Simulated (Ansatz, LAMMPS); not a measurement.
# Glassy B2O3 (290 atoms): geometry optimisation, part 2 of 3

Wanted: the relaxed structure of glassy B2O3 (290 atoms) and its electronic structure.

Ansatz 0.2.0; Kohn-Sham DFT, PBE, PAW (set soft_2), plane waves.

The cell: 116 B and 174 O. The quench rate of 100 K/ps is orders of magnitude faster than experiment. The network of bonds at the start is that of the classical potential that made the cell. Only the Γ point is sampled, in a cell whose shortest periodic width is 15 Å.

So far. Step 3 (Single point at the start): Neighbours are counted within 1.83 Å (O-B).

## (4) Relaxation

With the cell held, the atoms are moved downhill towards a nearby minimum.

input.yaml reads:

```yaml
crystal:
  lattice:
    - [14.8928, 0.0, 0.0]
    - [0.0, 14.8928, 0.0]
    - [0.0, 0.0, 14.8928]
  atoms:
    [... the 290 atom lines of step 3 ...]
kpoints:
  mp_grid: { grid: [1, 1, 1] }
hamiltonian:
  xc: pbe
scf:
  occupations: { method: fixed }
output:
  forces: true
relax:
  f_tol: 0.03
  max_steps: 200
```

On the command line:

```sh
> ansatz run input.yaml --threads 8 --pin off --max-ram 15872MiB --backend cpu --events-out ev --progress --plain --runs-dir out
```

Numbers of over 12 decimals in the logs are rounded to 6 here.

Log:

```text
[...]
Crystal: 290 atoms, lattice volume = 3303.156 Å³
Basis set: ecut = 420 eV, 64493 PW (Γ), exchange–correlation on 200×200×200 points (8 copies of the dense FFT grid, shifted against one another)
Bands: 986, of which v1, the nominal top of the filled ones, is band 696 counted from 1 (695 counted from 0)
Symmetry: 1 space group operations
[...]
k-points: 1
[...]
SCF iter   1: F=—  HF=-117022.960656 eV  |F-HF|=—  |Δ(HF+E_count)|=         —  Δρ=4.48e-3  dr2=7.50e-1  ethr=1.77e-3  ⟨swp⟩=5.0  Hψ=3153  notcnv=0  defer=288
[...]
SCF iter   3: F=—  HF=-117022.898234 eV  |F-HF|=—  |Δ(HF+E_count)|=   1.23e-3  Δρ=9.01e-4  dr2=3.75e-2  ethr=1.11e-5  ⟨swp⟩=3.0  Hψ=1228  notcnv=0  defer=222
automatic band count: iteration 3 solves 920 bands in place of 986: the levels show a gap, and the empty bands left out lie too high to hold charge; the band table lists the bands solved (type scf.n_extra_bands for more)
SCF iter   4: F=—  HF=-117022.892699 eV  |F-HF|=—  |Δ(HF+E_count)|=   5.53e-3  Δρ=2.66e-4  dr2=2.76e-3  ethr=2.69e-6  ⟨swp⟩=3.0  Hψ=1238  notcnv=0  defer=222
[...]
SCF iter   7: F=-117022.885497 eV  HF=-117022.885499 eV  |F-HF|=2.06e-6  |Δ(HF+E_count)|=   1.70e-5  Δρ=1.72e-5  dr2=8.39e-6  ethr=1.62e-9  ⟨swp⟩=5.0  Hψ=2654  notcnv=0
SCF 1 converged in 7 iterations: F = -117022.885497 eV  dr2 = 8.39e-6
[...]
relax step   1: F+E_penalty+E_count = -117022.88549740 eV  Δ(F+E_penalty+E_count) = +0.000e0 eV  max|allowed force component| = 4.899e0 eV/Å  Δτ_max = 0.0000 Å  (7 SCF iters, dr2 threshold 2.25e-5 eV, accepted)
[... from here on, the SCF cycles and remarks between the steps are left out ...]
relax step   2: F+E_penalty+E_count = -117038.29025983 eV  Δ(F+E_penalty+E_count) = -1.540e1 eV  max|allowed force component| = 2.635e0 eV/Å  Δτ_max = 0.1948 Å  (7 SCF iters, dr2 threshold 1.00e-4 eV, accepted)
relax step   3: F+E_penalty+E_count = -117047.36257749 eV  Δ(F+E_penalty+E_count) = -9.072e0 eV  max|allowed force component| = 1.342e0 eV/Å  Δτ_max = 0.2000 Å  (7 SCF iters, dr2 threshold 1.00e-4 eV, accepted)
relax step   4: F+E_penalty+E_count = -117052.49873068 eV  Δ(F+E_penalty+E_count) = -5.136e0 eV  max|allowed force component| = 4.594e-1 eV/Å  Δτ_max = 0.1981 Å  (7 SCF iters, dr2 threshold 1.00e-4 eV, accepted)
relax step   5: F+E_penalty+E_count = -117054.50781739 eV  Δ(F+E_penalty+E_count) = -2.009e0 eV  max|allowed force component| = 4.049e-1 eV/Å  Δτ_max = 0.2000 Å  (7 SCF iters, dr2 threshold 2.47e-5 eV, accepted)
relax step   6: F+E_penalty+E_count = -117056.09473634 eV  Δ(F+E_penalty+E_count) = -1.587e0 eV  max|allowed force component| = 4.404e-1 eV/Å  Δτ_max = 0.2000 Å  (7 SCF iters, dr2 threshold 1.92e-5 eV, accepted)
relax step   7: F+E_penalty+E_count = -117057.36318238 eV  Δ(F+E_penalty+E_count) = -1.268e0 eV  max|allowed force component| = 5.036e-1 eV/Å  Δτ_max = 0.2000 Å  (7 SCF iters, dr2 threshold 1.00e-4 eV, accepted)
relax step   8: F+E_penalty+E_count = -117058.24375137 eV  Δ(F+E_penalty+E_count) = -8.806e-1 eV  max|allowed force component| = 3.143e-1 eV/Å  Δτ_max = 0.2000 Å  (7 SCF iters, dr2 threshold 1.00e-4 eV, accepted)
relax step   9: F+E_penalty+E_count = -117058.89939438 eV  Δ(F+E_penalty+E_count) = -6.556e-1 eV  max|allowed force component| = 2.017e-1 eV/Å  Δτ_max = 0.2000 Å  (7 SCF iters, dr2 threshold 3.85e-5 eV, accepted)
relax step  10: F+E_penalty+E_count = -117059.34563437 eV  Δ(F+E_penalty+E_count) = -4.462e-1 eV  max|allowed force component| = 1.419e-1 eV/Å  Δτ_max = 0.2000 Å  (7 SCF iters, dr2 threshold 1.58e-5 eV, accepted)
relax step  11: F+E_penalty+E_count = -117059.58711153 eV  Δ(F+E_penalty+E_count) = -2.415e-1 eV  max|allowed force component| = 1.982e-1 eV/Å  Δτ_max = 0.2000 Å  (8 SCF iters, dr2 threshold 8.30e-6 eV, accepted)
relax step  12: F+E_penalty+E_count = -117059.67488481 eV  Δ(F+E_penalty+E_count) = -8.777e-2 eV  max|allowed force component| = 3.275e-1 eV/Å  Δτ_max = 0.1901 Å  (7 SCF iters, dr2 threshold 1.94e-5 eV, accepted)
relax step  13: F+E_penalty+E_count = -117059.53919187 eV  Δ(F+E_penalty+E_count) = +1.357e-1 eV  max|allowed force component| = 7.784e-1 eV/Å  Δτ_max = 0.1906 Å  (7 SCF iters, dr2 threshold 1.00e-4 eV, rejected (line search))
relax step  14: F+E_penalty+E_count = -117059.76768208 eV  Δ(F+E_penalty+E_count) = -9.280e-2 eV  max|allowed force component| = 1.789e-1 eV/Å  Δτ_max = 0.0953 Å  (10 SCF iters, accepted)
relax step  15: F+E_penalty+E_count = -117059.82941914 eV  Δ(F+E_penalty+E_count) = -6.174e-2 eV  max|allowed force component| = 1.103e-1 eV/Å  Δτ_max = 0.0980 Å  (7 SCF iters, dr2 threshold 9.56e-6 eV, accepted)
relax step  16: F+E_penalty+E_count = -117059.88149129 eV  Δ(F+E_penalty+E_count) = -5.207e-2 eV  max|allowed force component| = 2.364e-1 eV/Å  Δτ_max = 0.1468 Å  (7 SCF iters, dr2 threshold 3.63e-6 eV, accepted)
relax step  17: F+E_penalty+E_count = -117059.89582520 eV  Δ(F+E_penalty+E_count) = -1.433e-2 eV  max|allowed force component| = 5.174e-1 eV/Å  Δτ_max = 0.1941 Å  (7 SCF iters, dr2 threshold 2.12e-5 eV, accepted)
relax step  18: F+E_penalty+E_count = -117060.03004281 eV  Δ(F+E_penalty+E_count) = -1.342e-1 eV  max|allowed force component| = 1.654e-1 eV/Å  Δτ_max = 0.2000 Å  (6 SCF iters, dr2 threshold 1.00e-4 eV, accepted)
relax step  19: F+E_penalty+E_count = -117060.09689573 eV  Δ(F+E_penalty+E_count) = -6.685e-2 eV  max|allowed force component| = 1.048e-1 eV/Å  Δτ_max = 0.2000 Å  (8 SCF iters, dr2 threshold 2.79e-6 eV, accepted)
relax step  20: F+E_penalty+E_count = -117060.12373734 eV  Δ(F+E_penalty+E_count) = -2.684e-2 eV  max|allowed force component| = 1.850e-1 eV/Å  Δτ_max = 0.1926 Å  (8 SCF iters, dr2 threshold 1.12e-6 eV, accepted)
relax step  21: F+E_penalty+E_count = -117060.15864080 eV  Δ(F+E_penalty+E_count) = -3.490e-2 eV  max|allowed force component| = 2.716e-1 eV/Å  Δτ_max = 0.2000 Å  (7 SCF iters, dr2 threshold 1.37e-5 eV, accepted)
relax step  22: F+E_penalty+E_count = -117060.17148302 eV  Δ(F+E_penalty+E_count) = -1.284e-2 eV  max|allowed force component| = 3.115e-1 eV/Å  Δτ_max = 0.0724 Å  (6 SCF iters, dr2 threshold 7.38e-5 eV, accepted)
relax step  23: F+E_penalty+E_count = -117060.18730315 eV  Δ(F+E_penalty+E_count) = -1.582e-2 eV  max|allowed force component| = 1.142e-1 eV/Å  Δτ_max = 0.0762 Å  (5 SCF iters, dr2 threshold 9.71e-5 eV, accepted)
relax step  24: F+E_penalty+E_count = -117060.18423182 eV  Δ(F+E_penalty+E_count) = +3.071e-3 eV  max|allowed force component| = 1.129e-1 eV/Å  Δτ_max = 0.0152 Å  (6 SCF iters, dr2 threshold 1.75e-6 eV, rejected (line search))
relax step  25: F+E_penalty+E_count = -117060.19134882 eV  Δ(F+E_penalty+E_count) = -4.046e-3 eV  max|allowed force component| = 2.687e-2 eV/Å  Δτ_max = 0.0073 Å  (7 SCF iters, accepted)
SCF converged after 7 iterations
Free energy (F): -117060.191349 eV
[...]
Internal energy: -117060.191349 eV  (E = F + TS)
E sigma→0 (E₀):  -117060.191349 eV
Fermi energy:    1.945341 eV
[...]
--- Forces (eV/Å), atoms counted from 1 ---
  atom   1  B     -0.00151258     0.00162506    -0.00121203
  atom   2  B      0.00273146     0.00130523    -0.00377442
  atom   3  B      0.00111606    -0.00521128     0.00349296
  atom   4  B      0.00147492     0.00269396     0.00183070
  atom   5  B      0.00312312    -0.00057448    -0.00093789
  atom   6  B     -0.00030475     0.00039698    -0.00804481
  atom   7  B     -0.00340274     0.00444011    -0.00588558
  atom   8  B     -0.00012408     0.00338785     0.00205747
  atom   9  B     -0.00158620    -0.00796948    -0.00397804
  atom  10  B     -0.00125469     0.00269472     0.00871592
  atom  11  B      0.00128142    -0.00053278     0.00128040
  atom  12  B     -0.00954207    -0.00500232    -0.00167302
  atom  13  B      0.00073382     0.00566834     0.00289068
  atom  14  B     -0.00324444     0.00162212     0.00215901
[...]
atom 289  O      0.00087489     0.00472954    -0.00555356
  atom 290  O     -0.00116593     0.00397652    -0.00173183
  max |Σ_I F_I| component: 2.00e-5 eV/Å
--- Relaxed structure (25 steps of the walk, 23 accepted, 0 SCFs on fresh bases) ---
  F+E_penalty+E_count = -117060.19134882 eV   max|allowed force component| = 2.687e-2 eV/Å
  atoms:
    - { symbol: B, position: [0.096489, 0.090131, 0.640429] }
    - { symbol: B, position: [0.939807, 0.210016, 0.475047] }
    - { symbol: B, position: [0.759021, 0.290023, 0.130487] }
    - { symbol: B, position: [0.362045, 0.089110, 0.728552] }
[...]
- { symbol: O, position: [0.072085, 0.856774, 0.00320727] }
```

Wall time 16 min (8 threads of Arm Neoverse V2, shared host); peak memory 6 GiB; 2.1 h of CPU time.

Step by step (22 of 25):

```
step  energy less that of the first step (eV)  largest force component (eV/Å)
   1                                   0.0000                          4.8995
   2                                 -15.4048                          2.6350
   3                                 -24.4771                          1.3421
   4                                 -29.6132                          0.4594
   6                                 -33.2092                          0.4404
   7                                 -34.4777                          0.5036
   8                                 -35.3583                          0.3143
   9                                 -36.0139                          0.2017
  10                                 -36.4601                          0.1419
  11                                 -36.7016                          0.1982
  12                                 -36.7894                          0.3275
  14                                 -36.8822                          0.1789
  15                                 -36.9439                          0.1103
  16                                 -36.9960                          0.2364
  17                                 -37.0103                          0.5174
  18                                 -37.1445                          0.1654
  19                                 -37.2114                          0.1048
  20                                 -37.2382                          0.1850
  22                                 -37.2860                          0.3115
  23                                 -37.3018                          0.1142
  24                                 -37.2987                          0.1129
  25                                 -37.3059                          0.0269
```

Relaxation steps 13, 24 were tried and not accepted.

The atoms that moved most (Å):

```
atom      dx      dy     dz  length
O159   2.064  -0.052  0.311   2.088
O150   0.903   0.597  1.285   1.680
O180   0.040   0.229  1.612   1.628
O218   0.722   1.231  0.754   1.614
O255   0.706  -0.118  1.437   1.605
 B83   0.844   0.659  1.194   1.604
O224  -0.066  -0.010  1.592   1.593
B116   0.819   0.538  1.142   1.504
```

The relaxation changed the energy by -129 meV/atom, and atoms moved by 0.75 Å r.m.s., 2.1 Å at most.

## (5) Structure statistics after relaxation

Bonds before and after, by the cutoffs listed below:

```
pair  bonds before  bonds after  mean before (Å)  mean after (Å)  spread before (Å)  spread after (Å)
 O-B           349          349            1.403           1.375              0.024             0.021
```

Density 2.03 g/cm³, 11.39 Å³ an atom.

g(r), total and by pair (bins of 0.2 Å):

```
r (Å)  total   O-O    O-B   B-B
 1.30   5.50  0.00  11.40  0.00
 1.50   0.28  0.00   0.59  0.00
 1.70   0.00  0.00   0.00  0.00
 1.90   0.00  0.00   0.00  0.00
 2.10   0.00  0.00   0.00  0.00
 2.30   1.52  4.14   0.01  0.18
 2.50   1.04  1.25   0.04  3.58
 2.70   0.38  0.13   0.18  1.52
 2.90   0.58  0.67   0.69  0.05
 3.10   1.08  1.08   1.31  0.35
 3.30   0.98  0.85   1.17  0.66
 3.50   1.11  0.84   1.39  0.92
 3.70   1.50  0.87   2.15  0.94
 3.90   0.93  0.83   0.97  1.03
 4.10   0.99  0.93   0.92  1.36
 4.30   1.06  1.32   0.82  1.21
 4.50   1.21  1.52   0.88  1.49
 4.70   1.08  1.36   0.84  1.16
 4.90   0.96  0.83   0.95  1.27
 5.10   0.94  0.77   1.04  1.00
 5.30   0.93  0.89   1.05  0.68
 5.50   0.93  0.93   1.02  0.67
 5.70   0.98  0.83   1.16  0.76
 5.90   0.97  0.93   1.04  0.86
 6.10   0.98  1.02   0.95  0.96
 6.30   0.96  1.06   0.84  1.12
 6.50   1.00  1.08   0.91  1.08
 6.70   1.01  1.11   0.92  1.07
```

Bonds by pair of elements; cutoffs follow the first minimum of g(r), held within bounds set by covalent radii, and pairs that aren't listed don't count as bonded:

```
pair A-B  cutoff (Å)  bonds  mean length (Å)  spread (Å)  shortest (Å)  B about A  A about B
     O-B        1.82    349             1.38       0.021          1.32       2.01       3.01
```

How many atoms have how many bonded neighbours:

```
element  mean    2    3  4
      B  3.01    0  115  1
      O  2.01  173    1  0
```

Bond angles (no mean is given where the spread exceeds 20°):

```
angle  count  mean (°)  spread (°)
O-B-O    351       120         3.4
B-O-B    176       138        11.9
```

Oxygen atoms by the number of network formers (Si, P, Ge, B, Al, As, Ga) bound to them:

```
network formers bound to O  O atoms  per cent
                         0        0         0
                         1        0         0
                         2      173      99.4
                         3        1       0.6
```

Network units: each former by its oxygen neighbours and how many of them bridge to another former:

```
former  O neighbours  bridging O  atoms
     B             3           3    115
     B             4           4      1
```

Bond length by coordination (bonds to H left out):

```
element  coordination  atoms  mean bond length (Å)
      B             3    115                  1.37
      B             4      1                  1.47
      O             2    173                  1.37
      O             3      1                  1.51
```

Rings of the network by King's shortest-path rule, up to 12 atoms, one path for each pair of neighbours; H, halogens, alkali and alkaline-earth atoms are left out, and the last column divides by all other atoms, bonded or not:

```
ring size (atoms)  rings  per network atom
                8      2             0.007
               10      2             0.007
               12      6             0.021
```

By these cutoffs 99 % of B atoms have 3 and 99 % of O atoms have 2 bonded neighbours. The O-B-O angle averages 120° with a spread of 3°. 99 % of the oxygens bridge two formers (B) and 0 % are non-bridging; 1 % join three. The commonest B unit has 3 oxygens, 3 of them shared with other formers (115 of 116 atoms). Rings of 12 atoms are the most common (60 % of those counted); sizes run from 8 to 12, where the search stops.

(Part 2 of 3 ends here.)

[Logs are printed without paths, hosts, clocks, repeated set-up lines and the standing remarks that a program may print on its own settings, such as how far it seeks lower states.]

[Hosts, paths, dates, database ids (printed as entryN), source tags and the programs' standing remarks are cut or masked in the printed files.]
